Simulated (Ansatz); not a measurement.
# 1T-PbO2 monolayer in a perpendicular field

Wanted: the out-of-plane response of the 1T-PbO2 monolayer. A positive field points along +c.

Program: Ansatz 0.2.0. Level of theory: plane-wave DFT, PBE-D3(BJ), Ansatz PAW, in the first sound run; inputs show where later runs differ. Results are calculated unless marked as measured.

### Step 1. Starting point

The cell holds 3 atoms: 2 O and 1 Pb. Cell: a = 2.874 Å, b = 2.874 Å, c = 35.411 Å, α = 90.0°, β = 90.0°, γ = 120.0°. Vacuum lies along c.

### Step 2. Relaxation

The starting cell is a guess, so the in-plane lattice and the atoms are relaxed first, with the slab cut off from its images along the normal.

Contents of input.yaml:

```yaml
crystal:
  lattice:
    - [2.874242, 0.0, 0.0]
    - [-1.437121, 2.4891665886, 0.0]
    - [0.0, 0.0, 35.4111357329]
  atoms:
    - { symbol: O, position: [0.6666666667, 0.3333333333, 0.4687790904] }
    - { symbol: Pb, position: [0.0, 0.0, 0.5] }
    - { symbol: O, position: [0.3333333333, 0.6666666667, 0.5312209096] }
  periodic: [true, true, false]
kpoints:
  mp_grid: { grid: [12, 12, 1] }
hamiltonian:
  xc: pbe
  dispersion: d3bj
scf:
  occupations: { method: fermi_dirac, width: 0.05 }
  convergence: { dr2_threshold: 1.0e-09 }
relax:
  f_tol: 0.004
  max_steps: 90
  cell: {}
output:
  write_potential: true
  write_density: true
  volumetric_format: npy
```

Run with:

```
$ ansatz run input.yaml --threads 2 --pin off --max-ram 3072MiB --backend cpu --events-out ev --progress --plain --runs-dir out
```

Numbers of over 12 decimals in the logs are rounded to 6 here.

The program printed:

```text
Warning: relax.cell: scf.convergence.dr2_threshold = 1e-9 eV is looser than the 2.0119127238e-10 eV advised for a relaxation that steers and ends on the stress (1e-10 eV for each atom of the cell: 3, times the square of relax.cell.stress_2d_tol = 0.05 N/m over 12.2 Å (the atoms' height at the walk's start and 5 Å past either face), 4.095e-2 GPa, over a crystal's default 0.05). What an SCF threshold leaves in a stress goes as its square root, and in the free energy as the threshold itself, and one threshold admits the most on a small cell: [figures from the program's tests cut] Set scf.convergence.dr2_threshold to 2.0119127238e-10 eV or tighter. [rest of the remark cut]
Engine: ansatz 0.2.0, aarch64-unknown-linux-gnu
Pseudopotentials: kind: paw
Pseudopotential: O, paw, valence charge 6, recommended cutoff 420 eV (normal), O.paw.azcp
Pseudopotential: Pb, paw, valence charge 14, recommended cutoff 420 eV (normal), Pb.paw.azcp
Functional definition: PBE
  parameter kappa = 0.804
  parameter beta = 0.066725
  exchange = pbe_x(kappa = kappa, mu = beta*pi^2/3)
  correlation = pbe_c(beta = beta)
Crystal: 3 atoms, lattice volume = 253.348 Å³
Basis set: ecut = 420 eV, 4943 PW (Γ), exchange–correlation on 40×40×480 points (8 copies of the dense FFT grid, shifted against one another)
Bands: 17, of which v1, the nominal top of the filled ones, is band 13 counted from 1 (12 counted from 0)
Symmetry: 12 space group operations
Space group: P-3m1 (ITA 164), of the structure as read, at distance tolerance 6.3e-5 Å
k-points: 19 of 144
Non-local potential: O, projectors of the file, l = 0: 2, l = 1: 2, l = 2: 1
Non-local potential: Pb, projectors of the file, l = 0: 2, l = 1: 2, l = 2: 2, l = 3: 2
PAW form: soft (Blöchl's): semilocal exchange-correlation on the pseudo side does not see the compensation charge
PAW one-centre angular grid: O, 110 points (default); XC on 64 Gauss nodes
PAW one-centre angular grid: Pb, 590 points (default); XC on 64 Gauss nodes
Initial density: superposition of atomic densities (neutral atoms: chi_scale 0, normalization atom), corrected by the library's trained network
Initial wavefunctions: pseudopotential atomic-orbital guess
Functional: x = pbe(κ = 0.804, μ = 0.219515), c = pbe(β = 0.066725)
SCF iter   1: F=—  HF=-13035.109311 eV  |F-HF|=—  |Δ(HF+E_count)|=         —  Δρ=2.55e-3  dr2=1.51e-2  ethr=1.77e-3  ⟨swp⟩=20.6  Hψ=4433  notcnv=0
preconditioner: auto → Resta (q_TF=auto, 1.867 Å⁻¹)  ε∞=1.4  [insulator: Δε(μ)=2.857 eV  Ē_g=18.959 eV  σ=0.050 eV  W_gap=1.00  n_scr=20 (ndim 8)  ℏωp=11.9 eV  f_vac=0.848  D(μ)=0.00/eV (n_scr^D=0)  ε∞_Penn≈1.4  vacuum switching on, ρ_ref=2.6e-2 e/Å³]
SCF iter   2: F=—  HF=-13035.110380 eV  |F-HF|=—  |Δ(HF+E_count)|=   1.07e-3  Δρ=1.22e-3  dr2=2.34e-3  ethr=5.80e-5  ⟨swp⟩=5.3  Hψ=1211  notcnv=0
SCF iter   3: F=—  HF=-13035.111034 eV  |F-HF|=—  |Δ(HF+E_count)|=   6.54e-4  Δρ=5.16e-4  dr2=2.25e-4  ethr=8.98e-6  ⟨swp⟩=4.4  Hψ=964  notcnv=0
SCF iter   4: F=—  HF=-13035.111668 eV  |F-HF|=—  |Δ(HF+E_count)|=   6.33e-4  Δρ=1.68e-4  dr2=2.90e-5  ethr=8.64e-7  ⟨swp⟩=4.3  Hψ=876  notcnv=0
SCF iter   5: F=—  HF=-13035.111789 eV  |F-HF|=—  |Δ(HF+E_count)|=   1.21e-4  Δρ=2.41e-5  dr2=6.01e-7  ethr=1.11e-7  ⟨swp⟩=4.0  Hψ=896  notcnv=0
SCF iter   6: F=—  HF=-13035.111823 eV  |F-HF|=—  |Δ(HF+E_count)|=   3.44e-5  Δρ=3.29e-6  dr2=1.57e-8  ethr=2.31e-9  ⟨swp⟩=3.8  Hψ=888  notcnv=0
SCF iter   7: F=-13035.111823 eV  HF=-13035.111823 eV  |F-HF|=5.20e-10  |Δ(HF+E_count)|=   9.36e-8  Δρ=3.58e-7  dr2=1.79e-10  ethr=3.85e-12  ⟨swp⟩=17.4  Hψ=3593  notcnv=0
SCF 1 converged in 7 iterations: F = -13035.111823 eV  dr2 = 1.79e-10
  greatest PAW one-centre occupation: 0.993 electrons in one spin orbital (limit 2), on the Pb atom at site 1 (counted from 0), in its partial waves of l = 2
relax step   1: F+E_penalty+E_count = -13035.11182346 eV  Δ(F+E_penalty+E_count) = +0.000e0 eV  max|allowed force component| = 5.028e0 eV/Å  Δτ_max = 0.0000 Å  P = +58.597 N/m  Ω = 253.348 Å³  fix = [c, alpha, beta]  reactions: c +0.000 N/m  (7 SCF iters, accepted)
Crystal: 3 atoms, lattice volume = 279.211 Å³
Basis set: ecut = 420 eV, 5351 PW (Γ), exchange–correlation on 40×40×480 points (8 copies of the dense FFT grid, shifted against one another)
Initial density: handed on by an earlier stage of this run
Initial wavefunctions: those handed on with the density
iter 1 solved again at ethr=1.96e-3 eV; its pass at ethr=3.10e-3 eV (dr2=5.10e-1 eV) is discarded
SCF iter   1: F=—  HF=-13037.621700 eV  |F-HF|=—  |Δ(HF+E_count)|=         —  Δρ=1.54e-2  dr2=5.13e-1  ethr=1.96e-3  ⟨swp⟩=1.2  Hψ=3825  notcnv=0
preconditioner: auto → Resta (q_TF=auto, 1.837 Å⁻¹)  ε∞=1.4  [insulator: Δε(μ)=2.133 eV  Ē_g=17.472 eV  σ=0.050 eV  W_gap=1.00  n_scr=20 (ndim 8)  ℏωp=11.3 eV  f_vac=0.847  D(μ)=0.00/eV (n_scr^D=0)  ε∞_Penn≈1.4  vacuum switching on, ρ_ref=2.2e-2 e/Å³]
SCF iter   2: F=—  HF=-13037.469355 eV  |F-HF|=—  |Δ(HF+E_count)|=   1.52e-1  Δρ=5.07e-3  dr2=5.69e-2  ethr=1.96e-3  ⟨swp⟩=4.3  Hψ=943  notcnv=0  defer=1
SCF iter   3: F=—  HF=-13037.453690 eV  |F-HF|=—  |Δ(HF+E_count)|=   1.57e-2  Δρ=1.53e-3  dr2=4.18e-3  ethr=2.19e-4  ⟨swp⟩=5.9  Hψ=1074  notcnv=0  defer=1
SCF iter   4: F=—  HF=-13037.453679 eV  |F-HF|=—  |Δ(HF+E_count)|=   1.10e-5  Δρ=6.22e-4  dr2=4.85e-4  ethr=1.61e-5  ⟨swp⟩=3.4  Hψ=728  notcnv=0  defer=1
SCF iter   5: F=—  HF=-13037.453857 eV  |F-HF|=—  |Δ(HF+E_count)|=   1.78e-4  Δρ=1.13e-4  dr2=1.74e-5  ethr=1.87e-6  ⟨swp⟩=3.2  Hψ=662  notcnv=0  defer=1
SCF iter   6: F=—  HF=-13037.453833 eV  |F-HF|=—  |Δ(HF+E_count)|=   2.42e-5  Δρ=1.51e-5  dr2=4.02e-7  ethr=6.71e-8  ⟨swp⟩=3.9  Hψ=866  notcnv=0  defer=1
SCF iter   7: F=—  HF=-13037.453864 eV  |F-HF|=—  |Δ(HF+E_count)|=   3.09e-5  Δρ=3.32e-6  dr2=2.01e-8  ethr=1.55e-9  ⟨swp⟩=3.5  Hψ=792  notcnv=0  defer=1
SCF iter   8: F=-13037.453864 eV  HF=-13037.453864 eV  |F-HF|=1.31e-10  |Δ(HF+E_count)|=  9.86e-10  Δρ=2.18e-7  dr2=1.20e-10  ethr=3.85e-12  ⟨swp⟩=12.3  Hψ=3618  notcnv=0
SCF 2 converged in 8 iterations: F = -13037.453864 eV  dr2 = 1.20e-10
  Residual-converged pass: ⟨swp⟩=1.1  Hψ=404  notcnv=0  max |occ|·‖R‖ = 6.9e-9 eV (tolerance 1.0e-8 eV)  dr2=1.20e-10  dr2_onsite=1.01e-11  max |Δocc| = 6.2e-22
  greatest PAW one-centre occupation: 0.990 electrons in one spin orbital (limit 2), on the Pb atom at site 1 (counted from 0), in its partial waves of l = 2
[...]
relax step   6: F+E_penalty+E_count = -13038.45796604 eV  Δ(F+E_penalty+E_count) = -2.492e-4 eV  max|allowed force component| = 3.515e-4 eV/Å  Δτ_max = 0.0049 Å  P = -0.005 N/m  Ω = 334.307 Å³  energy of the carried Pulay correction = -3.669e-2 eV  fix = [c, alpha, beta]  reactions: c -0.000 N/m  (7 SCF iters, accepted)
relax step   7: F+E_penalty+E_count = -13038.70871571 eV  Δ(F+E_penalty+E_count) = -2.507e-1 eV  max|allowed force component| = 5.502e-3 eV/Å  Δτ_max = 0.0000 Å  P = +3.950 N/m  Ω = 334.307 Å³  fix = [c, alpha, beta]  reactions: c +0.000 N/m  stress off target by 3.95e0 N/m on what of the cell is left free  SCF on the basis re-selected at this cell (its energy is not comparable with the rows above)  (7 SCF iters)
relax step   8: F+E_penalty+E_count = -13038.75944045 eV  Δ(F+E_penalty+E_count) = -5.072e-2 eV  max|allowed force component| = 6.427e-3 eV/Å  Δτ_max = 0.0290 Å  P = +1.298 N/m  Ω = 346.822 Å³  energy of the carried Pulay correction = -6.404e-3 eV  fix = [c, alpha, beta]  reactions: c +0.000 N/m  (8 SCF iters, accepted)
relax step   9: F+E_penalty+E_count = -13038.76193205 eV  Δ(F+E_penalty+E_count) = -2.492e-3 eV  max|allowed force component| = 1.490e-2 eV/Å  Δτ_max = 0.0214 Å  P = -0.169 N/m  Ω = 355.146 Å³  energy of the carried Pulay correction = -1.181e-2 eV  fix = [c, alpha, beta]  reactions: c -0.000 N/m  (7 SCF iters, accepted)
relax step  10: F+E_penalty+E_count = -13038.76298764 eV  Δ(F+E_penalty+E_count) = -1.056e-3 eV  max|allowed force component| = 1.297e-3 eV/Å  Δτ_max = 0.0040 Å  P = -0.002 N/m  Ω = 353.988 Å³  energy of the carried Pulay correction = -1.100e-2 eV  fix = [c, alpha, beta]  reactions: c -0.000 N/m  (6 SCF iters, accepted)
relax step  11: F+E_penalty+E_count = -13038.77486939 eV  Δ(F+E_penalty+E_count) = -1.188e-2 eV  max|allowed force component| = 2.468e-3 eV/Å  Δτ_max = 0.0000 Å  P = +0.058 N/m  Ω = 353.988 Å³  fix = [c, alpha, beta]  reactions: c +0.000 N/m  stress off target by 5.85e-2 N/m on what of the cell is left free  SCF on the basis re-selected at this cell (its energy is not comparable with the rows above)  (6 SCF iters)
relax step  12: F+E_penalty+E_count = -13038.77476719 eV  Δ(F+E_penalty+E_count) = +1.022e-4 eV  max|allowed force component| = 2.711e-5 eV/Å  Δτ_max = 0.0004 Å  P = +0.002 N/m  Ω = 354.278 Å³  energy of the carried Pulay correction = -1.166e-4 eV  fix = [c, alpha, beta]  reactions: c +0.000 N/m  (5 SCF iters, accepted)
iter 1 solved again at ethr=6.08e-8 eV; its pass at ethr=3.10e-3 eV (dr2=1.58e-5 eV) is discarded
SCF iter   1: F=—  HF=-13038.774750 eV  |F-HF|=—  |Δ(HF+E_count)|=         —  Δρ=9.63e-6  dr2=8.24e-9  ethr=6.08e-8  ⟨swp⟩=7.2  Hψ=4964  notcnv=0
preconditioner: auto → Resta (q_TF=auto, 1.765 Å⁻¹)  ε∞=1.4  [insulator: Δε(μ)=1.335 eV  Ē_g=16.283 eV  σ=0.050 eV  W_gap=1.00  n_scr=18 (ndim 8)  ℏωp=10.1 eV  f_vac=0.850  D(μ)=0.00/eV (n_scr^D=0)  ε∞_Penn≈1.4  vacuum switching on, ρ_ref=1.9e-2 e/Å³]
SCF iter   2: F=—  HF=-13038.774801 eV  |F-HF|=—  |Δ(HF+E_count)|=   5.11e-5  Δρ=4.81e-6  dr2=2.00e-9  ethr=3.17e-11  ⟨swp⟩=6.1  Hψ=1225  notcnv=0
iter 3 met the thresholds in force, and the SCF goes on: an eigenvalue changes by 1.80 meV, over its tolerance of 1.02 meV (output.eigenvalues, Limitations)
SCF iter   3: F=-13038.774857 eV  HF=-13038.774854 eV  |F-HF|=2.10e-6  |Δ(HF+E_count)|=   5.31e-5  Δρ=4.51e-7  dr2=4.40e-11  ethr=3.85e-12  ⟨swp⟩=24.5  Hψ=3840  notcnv=0
iter 4 met the thresholds in force, and the SCF goes on: an eigenvalue changes by 1.47 meV, over its tolerance of 1.01 meV (output.eigenvalues, Limitations)
SCF iter   4: F=-13038.774857 eV  HF=-13038.774857 eV  |F-HF|=3.15e-8  |Δ(HF+E_count)|=   2.07e-6  Δρ=6.00e-8  dr2=3.68e-12  ethr=1.00e-12  ⟨swp⟩=12.4  Hψ=2440  notcnv=0
Mixer restart at iter 4: flushing history
SCF iter   5: F=-13038.774857 eV  HF=-13038.774857 eV  |F-HF|=2.55e-11  |Δ(HF+E_count)|=   3.15e-8  Δρ=1.76e-8  dr2=1.10e-12  ethr=1.00e-12  ⟨swp⟩=9.2  Hψ=2130  notcnv=0
SCF 13 converged in 5 iterations: F = -13038.774857 eV  dr2 = 1.10e-12
relax step  13: F+E_penalty+E_count = -13038.77485660 eV  Δ(F+E_penalty+E_count) = -8.941e-5 eV  max|allowed force component| = 2.790e-5 eV/Å  Δτ_max = 0.0000 Å  P = +0.002 N/m  Ω = 354.278 Å³  fix = [c, alpha, beta]  reactions: c +0.000 N/m  stress off target by 2.31e-3 N/m on what of the cell is left free  SCF on the basis re-selected at this cell (its energy is not comparable with the rows above)  (5 SCF iters)
basis re-selected at this cell: Δ(F+E_penalty+E_count) = -8.941e-5 eV, ΔP = +0.001 N/m vs the last step (what re-selecting the basis moved, of the pressure what is left beyond the Pulay correction that the steps carried, after the strain that the cell walked since its last selection, with what the two solves' SCF thresholds leave and, on support functions, any second-order correction that the steps lacked; it is no m [...]
WARN: The output density's exchange-correlation potential varies sharply where the density is thin. Do not read a vacuum level from v_tot or v_xc, or from such a field of the output density. On a cell that repeats whose density bears no net charge and no dipole along the vacuum's axis use v_es (v_loc + v_h of the components); under efield.dipole_correction with no amplitude use v_es + v_field, which holds any externa [...]
SCF converged after 5 iterations
an eigenvalue changed by more than its tolerance at an iteration that met the thresholds in force, so the SCF went on 2 times, its first undamped step at iteration 4: the last check found none over its tolerance
Free energy (F): -13038.774857 eV
Harris-Foulkes:  -13038.774857 eV  (|F-HF|=2.55e-11)
Internal energy: -13038.774856 eV  (E = F + TS)
E sigma→0 (E₀):  -13038.774856 eV
Entropy (-TS):   -0.000000 eV (-0.000 meV/atom)
Fermi energy:    -7.351451 eV
--- Per-component energies (eV) ---
  E_band       = -450.170820
  E_kinetic    = 637.747788
  E_local      = -49588.007228  (includes V_loc(G=0)·N_el)
  E_nonlocal   = 451.178624
  E_hartree    = 24393.020737
  E_xc         = -363.239641
  E_vxc        = -314.798485  (∫ρ·V_xc dr)
  E_paw        = -10731.862380  (= ΣΔE_a)
  E_vpaw       = -422.337724  (= ΣTr[D̂ρ^β])
  E_aug_tail   = 0.004712  (compensation charges beyond the density's cutoff)
  E_ewald      = 22162.722538
  E_disp       = -0.340006  (pairwise vdW)
  E_smearing   = -0.000000  (= −TS)
  E_closure    = 0.000000  (closes the sum)
  Σ components = -13038.774857   (vs F -13038.774857, Δ=0.00e0)
--- Forces (eV/Å), atoms counted from 1 ---
  atom   1  O     -0.00000000    -0.00000000     0.00002790
  atom   2  Pb     0.00000000     0.00000000     0.00000000
  atom   3  O      0.00000000     0.00000000    -0.00002790
  max |Σ_I F_I| component: 9.25e-18 eV/Å
--- 2D stress c σ (N/m, compression-positive) ---
        0.002312      -0.000000      -0.000000
        0.000000       0.002312       0.000000
       -0.000000       0.000000       0.000000
  P = ½ c Tr σ = 0.0023 N/m
--- Band table (eV; the first three rows and the last of 19) ---
  k-point 0: bands = [... 9 lower, -9.2649, -8.6546, -8.4372, -8.4372, -6.7831, -2.9070, -0.3106, -0.1925]
  k-point 1: bands = [... 9 lower, -9.3634, -8.7560, -8.4518, -8.4245, -6.5366, -2.6687, -0.2356, -0.0687]
  k-point 2: bands = [... 9 lower, -9.6254, -8.9566, -8.4272, -8.3912, -5.9797, -2.1095, -0.0880, 0.3023]
  k-point 18: bands = [... 9 lower, -11.0389, -10.3399, -8.2071, -8.2071, -4.2884, 0.8368, 1.0754, 1.0754]
  the weakly bound empty levels are not read free of the cell's end (no_gap_told)
--- Relaxed structure (10 steps of the walk, 10 accepted, 3 SCFs on fresh bases) ---
  F+E_penalty+E_count = -13038.77485660 eV   max|allowed force component| = 2.790e-5 eV/Å   (the final SCF, on the basis selected at the relaxed cell)
  cell:  # Å, volume = 354.2776 Å³
    - [3.398886, 0.0, 0]
    - [-1.699443, 2.943522, 0]
    - [0, 0, 35.4111357329]
  atoms:
    - { symbol: O, position: [0.666667, 0.333333, 0.469869] }
    - { symbol: Pb, position: [0, 0, 0.500000] }
    - { symbol: O, position: [0.333333, 0.666667, 0.530131] }
```

Elapsed: 84 s, on 2 threads of Arm Neoverse N1, shared host; peak memory 0.56 GiB.

The steps of the relaxation:

```csv
step,energy less that of the first step (eV),largest force component (eV/Å),volume (Å³)
1,0.0000,5.0280,253.35
2,-2.3420,1.0827,279.21
3,-3.1080,0.5088,306.26
4,-3.3417,0.1797,331.08
5,-3.3459,0.0572,334.19
6,-3.3461,0.0004,334.31
7*,-3.5969,0.0055,334.31
8,-3.6476,0.0064,346.82
9,-3.6501,0.0149,355.15
10,-3.6512,0.0013,353.99
11*,-3.6630,0.0025,353.99
12,-3.6629,0.0000,354.28
13*,-3.6630,0.0000,354.28
```

Relaxation steps marked * repeat the geometry before them on a plane-wave basis chosen anew for their cell, so energy and pressure can jump there.

The run keeps the 12 symmetry operations that it works with, so distortions that break them were not tested.

```csv
cell as run,before,after,change
a (Å),2.874,3.399,+18.3 %
b (Å),2.874,3.399,+18.3 %
```

The atoms that moved most (Å, along periodic axes as changes of fractional coordinates times the final cell, across vacuum about the mean position):

```csv
atom,dx,dy,dz,length
O3,0.000,0.000,-0.039,0.039
O1,0.000,0.000,0.039,0.039
```

The relaxed structure:

```xyz
3
Lattice="3.3989 0.0000 0.0000 -1.6994 2.9435 0.0000 0.0000 0.0000 35.4111" Properties=species:S:1:pos:R:3
O     1.6994    0.9812   16.6386
Pb    0.0000    0.0000   17.7056
O     0.0000    1.9623   18.7725
```

The lattice constant a goes from 2.874 to 3.399 Å.

[end of part 1 of 4]

[Logs are printed without paths, hosts, clocks, repeated set-up lines and the standing remarks that a program may print on its own settings, such as how far it seeks lower states.]

[Hosts, paths, dates, database ids (printed as entryN), source tags and the programs' standing remarks are cut or masked in the printed files.]

[Maps of the electrostatic potential energy from Ansatz leave out the sawtooth potential of an applied field or a dipole correction, so their vacuum need not be flat; planar profiles and work functions include it.]
